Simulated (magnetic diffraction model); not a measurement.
**Which magnetic order? ScVFe**

Space group P6_3/mmc (no. 194), a = 4.4250 Å, c = 5.4150 Å.

| site | atom | x | y | z |
| --- | --- | --- | --- | --- |
| 2a | Fe | 0 | 0 | 1/2 |
| 2c | V | 2/3 | 1/3 | 3/4 |
| 2d | Sc | 2/3 | 1/3 | 1/4 |

This is a made-up structure (elements placed in a structure type, unrelaxed), so the numbers test the method and describe no known phase.

Only Fe is taken to order (form factors of Fe2+); orders and moment sizes are assumed, and not adapted to the symmetry. Radiation: neutrons of λ = 2.0775 Å, 8° to 100°; isotropic B of 0.87 Å² (Fe), 0.7 Å² (V) and 0.84 Å² (Sc). Simulated constant-wavelength pattern: nuclear and magnetic terms add, the magnetic one as |2.695 fm × Σ f S⊥ exp(2πi Q·r) exp(−B s²)|², summed over all Q at one angle with the factor 1/(sin²θ cos θ). For collinear order S is the moment m, which repeats by lattice and centring translations R with the sign exp(−2πi k·R). Free-ion form factors, Sears's scattering lengths of 1992, no absorption; a label names one of the reflections at its angle. The strongest nuclear line in the range is 100, and lines under 0.2 are left out.

Above the ordering temperature:

```tsv
2θ (°)	index	I
31.45	(1 0 0)	7.5
38.79	(1 0 1)	99.5
45.12	(0 0 2)	0.6
56.00	(1 1 0)	96.3
56.04	(1 0 2)	100.0
65.66	(2 0 0)	2.0
70.21	(2 0 1)	35.1
74.65	(1 1 2)	1.6
79.01	(1 0 3)	29.6
83.23	(2 0 2)	54.1
91.64	(2 1 0)	2.5
95.87	(2 1 1)	47.2
```

Below it (cell unchanged):

```csv
2θ (°),I
19.11,2.6
31.45,7.5
37.09,0.5
38.79,99.5
43.58,0.4
45.12,0.6
49.38,0.2
54.74,0.2
56.00,96.3
56.04,100.0
65.66,2.0
70.21,35.1
74.65,1.6
79.01,29.6
83.23,54.1
91.64,2.5
95.87,47.2
```

**Question.** Check that the new lines index with k = (0 1/2 1/2), then choose among these models:
A. collinear moments along [100], 0.86 μB on Fe; signs + at (0, 0, 1/2), + at (0, 0, 0)
B. collinear moments along [101], 0.86 μB on Fe; signs + at (0, 0, 1/2), − at (0, 0, 0)
C. collinear moments along [101], 0.86 μB on Fe; signs + at (0, 0, 1/2), + at (0, 0, 0)
D. collinear moments along [100], 0.86 μB on Fe; signs + at (0, 0, 1/2), − at (0, 0, 0)

The new lines index as (0 1/2 1/2) at 19.11°, (0 1/2 3/2) at 37.09° and (1 1/2 1/2) at 43.58°, that is as H ± k with k = (0 1/2 1/2), one of 3 inequivalent arms of its star (k and −k counted as one), which a powder can't tell apart. Half indices mean that the moments reverse under translations with k·R a half-integer, and the magnetic cell has twice the primitive volume.

Magnetic intensity, observed (below minus above) and for each model:

| 2θ (°) | index | observed | A | B | C | D |
| --- | --- | --- | --- | --- | --- | --- |
| 19.11 | (0 1/2 1/2) | 2.6 | 2.6 | 2.0 | 2.0 | 2.6 |
| 29.38 | (1 -1/2 1/2) | <0.2 | <0.2 | 0.5 | 0.5 | <0.2 |
| 37.09 | (0 1/2 3/2) | 0.5 | 0.5 | 0.3 | 0.3 | 0.5 |
| 43.58 | (1 1/2 1/2) | 0.4 | 0.4 | 0.5 | 0.5 | 0.4 |

Models A and D match alike on every line, so these data can't choose among them (such ties are often domains of one structure).

The structure used: k = (0 1/2 1/2), collinear moments along [100], 0.86 μB on Fe; signs + at (0, 0, 1/2), + at (0, 0, 0).

[Logs are printed without paths, hosts, clocks, repeated set-up lines and the standing remarks that a program may print on its own settings, such as how far it seeks lower states.]
